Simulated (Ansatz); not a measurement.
# TiGe (model cell, started as wurtzite): relaxing the cell for a phonon run

Aim: bring TiGe (model cell, started as wurtzite) to small forces and stress, as phonons need.

Program: Ansatz 0.2.0. Level of theory: DFT PBE, scalar-relativistic, plane waves, PAW. Results are calculated unless marked as measured.

Most raw output is cut from this account.

The structure was built from a prototype and need not be the compound's stable phase.

### 1. The starting structure

It takes space group P6_3mc (No. 186, hexagonal). The conventional cell has a = 3.999 Å, b = 3.999 Å, c = 6.530 Å, α = 90.00°, β = 90.00°, γ = 120.00°. Nearest to Ti lie 4 Ge at 2.45 Å. Nearest to Ge lie 4 Ti at 2.45 Å. Farther neighbours are not listed.

Coordinates:

```cif
data_structure
_symmetry_space_group_name_H-M 'P6_3mc'
_symmetry_Int_Tables_number 186
_cell_length_a 3.9987
_cell_length_b 3.9987
_cell_length_c 6.5299
_cell_angle_alpha 90.000
_cell_angle_beta 90.000
_cell_angle_gamma 120.000
_cell_volume 90.42
loop_
_atom_site_label
_atom_site_type_symbol
_atom_site_symmetry_multiplicity
_atom_site_Wyckoff_symbol
_atom_site_fract_x
_atom_site_fract_y
_atom_site_fract_z
_atom_site_occupancy
Ti1 Ti 2 b 0.33333 0.66667 0.00000 1
Ge1 Ge 2 b 0.33333 0.66667 0.37500 1
```

### 2. A coarse first look

First a cheap look: the gap decides the mesh and the occupations, the pressure tells how far the cell has to move.

The input, input.yaml:

```yaml
crystal:
  lattice:
    - [3.99871, 0.0, 0.0]
    - [-1.99936, 3.46298, 0.0]
    - [0.0, 0.0, 6.52989]
  atoms:
    - { symbol: Ti, position: [0.333333, 0.666667, 0.0] }
    - { symbol: Ti, position: [0.666667, 0.333333, 0.5] }
    - { symbol: Ge, position: [0.333333, 0.666667, 0.375] }
    - { symbol: Ge, position: [0.666667, 0.333333, 0.875] }
kpoints:
  mp_grid: { grid: [6, 6, 4] }
hamiltonian:
  xc: pbe
scf:
  occupations: { method: gaussian, width: 0.1 }
output:
  forces: true
  stress: true
  eigenvalues: true
```

Run with:

```bash
> ansatz run input.yaml --threads 4 --pin off --max-ram 7168MiB --backend cpu --events-out ev --progress --plain --runs-dir out
```

Wall time 0.6 s (4 threads of AMD EPYC 9R45, shared host); peak memory 0.43 GiB.

This step gave:

```
pressure           : 6.841 GPa
volume per atom    : 22.61 Å³
gap on the k-mesh  : 0.3115 eV
direct gap on mesh : 0.5555 eV
```

The coarse mesh shows a gap of 0.31 eV and a pressure of 6.8 GPa.

### 3. Bringing the structure to rest, k-mesh 9×9×6, smearing width 0.02 eV

Harmonic phonons are second derivatives at a point where the forces vanish, and they are wanted at zero stress, so atoms and cell are relaxed first.

input.yaml, the sections that differ from step 2:

```yaml
kpoints:
  mp_grid: { grid: [9, 9, 6] }
scf:
  occupations: { method: gaussian, width: 0.02 }
relax:
  adjacent_minimum: "off"
  f_tol: 0.005
  max_steps: 80
  cell: { stress_tol: 0.05 }
# crystal, hamiltonian, output: as in step 2
```

Elapsed: 18 s, on 4 threads; peak memory 0.54 GiB.

Relaxation path:

| step | energy less that of the first step (eV) | largest force component (eV/Å) | pressure (GPa) | volume (Å³) |
| --- | --- | --- | --- | --- |
| 1 | 0.0000 | 0.2278 | 6.84 | 90.42 |
| 2 | -0.3005 | 0.3911 | 0.07 | 98.09 |
| 3 | -0.6447 | 0.6339 | -3.20 | 99.74 |
| 4 | -1.1213 | 0.7087 | -4.75 | 97.83 |
| 5 | -1.6890 | 0.7338 | -4.12 | 93.11 |
| 6 | -2.1560 | 0.2315 | -4.26 | 91.08 |
| 7 | -2.2358 | 0.0622 | 0.12 | 86.29 |
| 8 | -2.2365 | 0.0005 | 0.02 | 86.34 |
| 9 | -2.2365 | 0.0064 | -0.02 | 86.39 |
| 10 | -2.2365 | 0.0001 | 0.00 | 86.37 |
| 11* | -2.2479 | 0.0001 | 0.33 | 86.37 |
| 12 | -2.2484 | 0.0004 | 0.03 | 86.73 |
| 13* | -2.2485 | 0.0004 | 0.03 | 86.73 |

Relaxation steps marked * repeat the geometry before them on a plane-wave basis chosen anew for their cell, so energy and pressure can jump there.

The run keeps the 12 symmetry operations that it works with, so distortions that break them were not tested.

| cell as run | before | after | change |
| --- | --- | --- | --- |
| a (Å) | 3.999 | 4.448 | +11.2 % |
| b (Å) | 3.999 | 4.448 | +11.2 % |
| c (Å) | 6.530 | 5.061 | -22.5 % |
| volume (Å³/atom) | 22.61 | 21.68 | -4.1 % |

The atoms that moved most (Å, as changes of fractional coordinates times the final cell):

| atom | dx | dy | dz | length |
| --- | --- | --- | --- | --- |
| Ti2 | 0.000 | 0.000 | -0.316 | 0.316 |
| Ge3 | 0.000 | 0.000 | 0.316 | 0.316 |
| Ti1 | 0.000 | 0.000 | -0.316 | 0.316 |
| Ge4 | 0.000 | 0.000 | 0.316 | 0.316 |

The relaxed structure:

```xyz
4
Lattice="4.4483 0.0000 0.0000 -2.2242 3.8523 0.0000 0.0000 0.0000 5.0610" Properties=species:S:1:pos:R:3 pbc="T T T"
Ti    0.0000    2.5682   -0.3163
Ti    2.2241    1.2841    2.2142
Ge    0.0000    2.5682    2.2142
Ge    2.2241    1.2841    4.7447
```

This step gave:

* pressure: 0.02700 GPa
* volume per atom: 21.68 Å³
* gap on the k-mesh: 0 eV

In this step the volume went from 22.61 to 21.68 Å³/atom.

### 4. Bringing the structure to rest, k-mesh 9×9×8, smearing width 0.1 eV

The relaxation is repeated from its end, on the mesh and smearing that suit the cell and gap now reached.

The input, input.yaml:

```yaml
crystal:
  lattice:
    - [4.4482955924, 3.2113e-06, 0.0]
    - [-2.2241505773, 3.8523353809, 0.0]
    - [0.0, 0.0, 5.061017113]
  atoms:
    - { symbol: Ti, position: [0.3333333333, 0.6666666667, -0.0625038928] }
    - { symbol: Ti, position: [0.6666666667, 0.3333333333, 0.4374961072] }
    - { symbol: Ge, position: [0.3333333333, 0.6666666667, 0.4375038928] }
    - { symbol: Ge, position: [0.6666666667, 0.3333333333, 0.9375038928] }
kpoints:
  mp_grid: { grid: [9, 9, 8] }
hamiltonian:
  xc: pbe
scf:
  occupations: { method: gaussian, width: 0.1 }
output:
  forces: true
  stress: true
  eigenvalues: true
  write_density: true
  write_potential: true
  elf: true
  volumetric_format: npy
relax:
  adjacent_minimum: "off"
  f_tol: 0.005
  max_steps: 80
  cell: { stress_tol: 0.05 }
```

Wall time 3.4 s (4 threads); peak memory 0.58 GiB.

Little changed from the start: no atom moved by 0.005 Å and no cell edge by 0.1 %.

This step gave:

- pressure: -0.008035 GPa
- volume per atom: 21.70 Å³

Valence density in the ac plane at fractional y = 0.333, with atoms of Ti and Ge within 0.2 Å of it. It is the smooth field of the valence electrons, not physical close to the nuclei.

Values in e/Å³, 15 rows by 14 columns, each cell a mean:
```
 0  0  0  0  0  0  0  2 14 39 23  3  1  0
 0  0  0  0  0  0  0  1  7 19 12  2  1  0
 0  0  0  0  0  0  0  1  1  2  2  1  0  0
 0  0  0  0  0  0  0  0  0  1  0  0  0  0
 0  0  0  0  0  0  0  0  0  0  0  0  0  0
 0  0  0  0  0  0  0  0  1  1  1  0  0  0
 0  0  0  0  0  0  0  1  3  4  3  1  0  0
 0  0  0  0  0  0  0  2  6  9  8  3  1  0
 0  0  0  0  0  0  0  2  7  9  8  3  1  0
 0  0  0  0  0  0  0  1  4  6  5  2  0  0
 0  0  0  0  0  0  0  0  1  1  1  0  0  0
 0  0  0  0  0  0  0  0  0  0  0  0  0  0
 0  0  0  0  0  0  0  0  0  0  0  0  0  0
 0  0  0  0  0  0  0  0  1  1  1  1  0  0
 0  0  0  0  0  0  0  1  4 10  6  1  0  0
```
Columns run along a (4.4 Å), rows up along c (5.1 Å). Atoms in or near the plane, at fractional coordinates: Ti at (0.67, 0.44), Ge at (0.67, 0.94).

ELF in the ac plane at fractional y = 0.333, with atoms of Ti and Ge within 0.2 Å of it. It is the smooth field of the valence electrons, not physical close to the nuclei.

Ten even steps from '_' (0.03) to '@' (0.62), each cell a mean:
```
++..____==%%##==______--##@@
++..____==%%%%++..____==##@@
++..__..--%%@@##++--==**%%@@
==::..::==##@@@@%%####%%@@%%
++======++++++++++++++++++++
**######**==::..--++==::..--
##%%%%%%##==..--%%@@@@++..::
##@@@@@@%%==::##%%--**@@--::
##@@@@@@%%==--%%##..++@@==::
##%%@@%%##==..++@@%%@@**::::
**##%%##**==....++##**::..--
++++++++++++==============++
==--::::==**%%%%%%##%%%%%%##
++..__..--%%@@##**++++##@@@@
++..____==%%%%++::__..++##@@
```
Columns run along a (4.4 Å), rows up along c (5.1 Å). Atoms in or near the plane, at fractional coordinates: Ti at (0.67, 0.44), Ge at (0.67, 0.94).

Electrostatic potential energy in the ac plane at fractional y = 0.333, with atoms of Ti and Ge within 0.2 Å of it. With pseudopotentials it is smooth inside the atoms' cores, unlike the true potential.

Values in eV, 15 rows by 14 columns, each cell a mean:
```
  9   8   7   8   8   8   0 -17 -28 -30 -30 -21  -5   7
  9   8   8   8   9   8   2 -14 -26 -29 -27 -18  -2   8
 10  10   9  10  10  10   6  -3 -15 -20 -17  -7   5  10
 12  11  11  11  12  12  10   7   1  -2   0   5   9  11
 12  12  12  12  12  12  10   8   6   4   5   8  10  12
 12  12  12  12  12  11   8   4  -3  -7  -5   2   7  10
 11  11  11  11  11   9   4  -8 -20 -24 -22 -12   1   8
  9  10  10  10   9   7  -2 -18 -28 -30 -29 -22  -6   6
  9  10   9   9   9   7  -2 -19 -29 -30 -29 -23  -6   6
 10  10  10  10  10   8   2 -12 -24 -27 -25 -16  -1   7
 11  12  12  12  11  10   7   1  -9 -13 -11  -2   6  10
 12  12  12  12  12  12  10   8   5   3   4   7  10  11
 12  12  11  12  12  12  10   8   4   1   3   7  10  11
 11  10  10  10  11  11   8   1 -10 -15 -12  -2   7  10
 10   9   8   9   9   9   3 -11 -23 -27 -25 -15   0   8
```
Columns run along a (4.4 Å; values clipped at the 3rd and 97th percentile), rows up along c (5.1 Å). Atoms in or near the plane, at fractional coordinates: Ti at (0.67, 0.44), Ge at (0.67, 0.94).

In this step the volume went from 21.68 to 21.70 Å³/atom.

### 5. Tight relaxation

Phonons need a cell at rest on their own settings, so the relaxation is repeated with tight tolerances on forces and stress, using the mesh and the filling of the phonon run that follows.

The input, input.yaml:

```yaml
crystal:
  lattice:
    - [4.449684392, 3.2123e-06, 0.0]
    - [-2.2248449779, 3.8535381161, 0.0]
    - [0.0, 0.0, 5.0627501719]
  atoms:
    - { symbol: Ti, position: [0.3333333333, 0.6666666667, -0.0625] }
    - { symbol: Ti, position: [0.6666666667, 0.3333333333, 0.4375] }
    - { symbol: Ge, position: [0.3333333333, 0.6666666667, 0.4375] }
    - { symbol: Ge, position: [0.6666666667, 0.3333333333, 0.9375] }
kpoints:
  mp_grid: { grid: [10, 10, 8] }
hamiltonian:
  xc: pbe
scf:
  occupations: { method: methfessel_paxton, width: 0.15 }
output:
  forces: true
  stress: true
  eigenvalues: true
relax:
  adjacent_minimum: "off"
  f_tol: 0.001
  max_steps: 60
  cell: { stress_tol: 0.01 }
```

The job ended after 3.6 s (4 threads; peak memory 0.59 GiB).

Little changed from the start: no atom moved by 0.005 Å and no cell edge by 0.1 %.

Numbers from this step:

| Property | Result |
| --- | --- |
| pressure | 7.55e-4 GPa |

The forces vanish by symmetry and the pressure is 0.001 GPa, within the tolerances set. The cell now holds 21.70 Å³/atom. Within 0.01 Å the structure now has space group P6_3/mmc, not the P6_3mc of the start.

### 6. Results

```
space group after relaxation (within 0.01 Å) : P6_3/mmc
lattice constant a                           : 4.449 Å
lattice constant b                           : 4.449 Å
lattice constant c                           : 5.064 Å
volume per atom                              : 21.7 Å³
```

**Reading.** The forces vanish by symmetry and the pressure is 0.001 GPa, within the tolerances set. The cell now holds 21.70 Å³/atom. Within 0.01 Å the structure now has space group P6_3/mmc, not the P6_3mc of the start. The relaxation keeps the symmetry of its start, so it says nothing on stability against lower symmetry. The relaxed cell left the space group of the starting entry, even within 0.1 Å, so it may not be the phase that the entry, or a measurement on it, describes. The starting cell was built on a prototype and not taken from a measurement, so the phase need not exist.

[Logs are printed without paths, hosts, clocks, repeated set-up lines and the standing remarks that a program may print on its own settings, such as how far it seeks lower states.]

[Hosts, paths, dates, database ids (printed as entryN), source tags and the programs' standing remarks are cut or masked in the printed files.]
